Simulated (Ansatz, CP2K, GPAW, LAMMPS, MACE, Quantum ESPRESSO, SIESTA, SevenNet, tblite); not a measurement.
# Amorphous Hg33S25Se8 (66 atoms): atom by atom

66 atoms (33 Hg, 25 S, 8 Se) placed at random at 7.67 g/cm³, melted at 2500 K for 10 ps at fixed volume with the Stillinger-Weber II-VI potential (Zhou et al., Phys. Rev. B 88, 085309 (2013)). Quenched from 2500 K to 500 K at 30 K/ps and fixed volume, held 5 ps, then minimised at fixed cell.

Geometry: the geometry as built. Computed with Quantum ESPRESSO 7.5: Kohn-Sham DFT, PBE, SSSP efficiency 1.3.0 pseudopotentials, plane waves; sssp-1.3.0-efficiency; 45/360 Ry; levels smeared at 580 K; Γ point; density 7.67 g/cm³.

Cell vectors (Å):

```
12.034 0.000 0.000
0.000 12.034 0.000
0.000 0.000 12.034
```

Positions (Å):

```
1 Hg 3.713 4.874 4.202
2 Hg 4.376 5.173 0.911
3 Hg 7.049 10.796 2.632
4 Hg 1.947 10.265 4.927
5 Hg 6.937 7.335 7.227
6 Hg 9.515 1.156 6.638
7 Hg 8.774 9.932 5.615
8 Hg 9.457 5.207 8.464
9 Hg 1.338 7.317 10.553
10 Hg 2.823 10.539 1.599
11 Hg 10.791 9.520 8.551
12 Hg 6.036 0.082 5.728
13 Hg 7.557 4.415 11.243
14 Hg 0.397 4.291 4.711
15 Hg 6.388 3.865 6.238
16 Hg 1.369 3.301 0.053
17 Hg 10.087 0.102 11.654
18 Hg 10.508 6.983 4.632
19 Hg 1.339 0.385 10.824
20 Hg 0.585 3.455 8.088
21 Hg 3.818 5.665 8.737
22 Hg 11.133 9.933 2.908
23 Hg 8.684 8.532 0.324
24 Hg 3.403 1.320 3.993
25 Hg 10.754 4.900 1.558
26 Hg 7.566 6.373 3.193
27 Hg 4.175 1.431 8.943
28 Hg 6.881 11.636 9.500
29 Hg 10.743 1.782 3.475
30 Hg 5.187 8.415 0.307
31 Hg 5.153 1.823 0.260
32 Hg 7.459 2.822 3.064
33 Hg 1.951 7.096 6.136
34 S 1.120 1.755 5.260
35 S 5.021 9.694 10.120
36 S 7.669 11.058 0.040
37 S 5.820 6.209 5.028
38 S 0.971 10.326 7.443
39 S 0.502 4.849 10.258
40 S 8.131 0.619 4.238
41 S 2.538 4.545 6.714
42 S 3.700 11.843 11.593
43 S 2.881 8.298 8.635
44 S 9.871 5.787 11.227
45 S 8.740 8.775 3.101
46 S 6.830 6.425 0.742
47 S 4.881 3.036 2.625
48 S 4.261 8.679 5.762
49 S 10.416 3.568 6.626
50 S 7.841 2.159 0.557
51 S 6.534 10.042 7.252
52 S 11.144 11.438 5.117
53 S 1.677 1.038 8.254
54 S 4.450 2.147 6.402
55 S 4.537 10.921 3.675
56 S 11.080 8.561 10.896
57 S 10.933 2.302 0.948
58 S 9.456 4.514 3.815
59 Se 1.537 5.102 2.216
60 Se 2.551 7.817 0.867
61 Se 9.641 7.570 7.093
62 Se 9.526 11.817 8.966
63 Se 0.885 7.973 3.674
64 Se 3.815 3.658 10.656
65 Se 6.520 4.993 8.710
66 Se 0.063 10.381 0.406
```

Predict the forces.

Columns: atom, fx, fy, fz (forces in eV/Å).

```
1 -0.152 0.000 0.078
2 -0.046 0.293 -0.305
3 -0.437 0.237 -0.421
4 0.195 -0.361 0.694
5 -0.531 0.280 0.096
6 0.351 0.031 0.107
7 0.058 0.466 0.384
8 0.204 -0.341 0.259
9 0.459 -0.027 -0.447
10 0.212 -0.296 0.046
11 0.657 0.099 -0.234
12 -0.385 0.215 0.482
13 0.511 -0.604 0.146
14 0.262 -0.455 -0.369
15 -0.421 0.021 -0.233
16 0.026 -0.162 0.209
17 -0.172 0.257 0.308
18 0.562 -0.053 -0.023
19 -0.093 0.295 -0.707
20 -0.006 -0.447 0.475
21 -0.270 0.624 0.102
22 0.096 0.498 0.081
23 0.107 -0.050 -0.583
24 -0.526 0.029 0.149
25 -0.323 0.220 -0.437
26 -0.275 -0.215 0.062
27 0.093 -0.057 0.063
28 -0.318 -0.600 0.009
29 0.732 -0.676 -0.027
30 -0.289 -0.023 -0.833
31 0.578 -0.447 -0.057
32 -0.113 0.051 -0.202
33 0.683 0.294 0.139
34 0.105 -0.047 -1.186
35 0.081 -0.295 0.322
36 0.462 -0.631 0.387
37 0.267 -0.177 0.188
38 0.098 -0.433 0.281
39 -0.351 0.391 -0.415
40 -0.291 0.441 0.371
41 0.186 0.866 -0.629
42 0.420 0.230 -0.014
43 -0.345 -0.594 -0.011
44 -0.097 0.180 -0.030
45 -0.089 0.025 0.012
46 -0.669 0.564 0.431
47 -0.208 0.242 0.407
48 -0.770 -0.185 -0.089
49 0.210 0.038 0.653
50 -0.973 0.760 -0.503
51 0.535 0.132 -0.772
52 -0.157 -0.186 -0.349
53 -0.698 0.020 0.923
54 1.177 -0.644 -0.132
55 -0.247 0.173 -0.365
56 -0.141 0.291 0.785
57 0.525 -0.583 0.013
58 -0.057 0.299 -0.700
59 -0.451 -0.147 0.542
60 0.687 -0.042 0.275
61 0.006 -0.202 0.069
62 -0.308 0.672 -0.043
63 -0.489 -0.446 0.358
64 -0.136 -0.127 0.368
65 0.580 0.365 0.186
66 -0.289 -0.045 -0.350
```

The quench rate of 30 K/ps is many orders above laboratory rates, so the cell is likely richer in defects and strain than a real sample. The network of bonds at the start is that of the classical potential that made the cell, and needn't be the one that DFT or experiment would give. Only the Γ point is sampled, in a cell whose shortest periodic width is 12 Å, which is coarse for a cell with partly filled levels.

The r.m.s. force component is 0.397 eV/Å; the longest force, 1.35 eV/Å, acts on S54.

[Logs are printed without paths, hosts, clocks, repeated set-up lines and the standing remarks that a program may print on its own settings, such as how far it seeks lower states.]

[Hosts, paths, dates, database ids (printed as entryN), source tags and the programs' standing remarks are cut or masked in the printed files.]
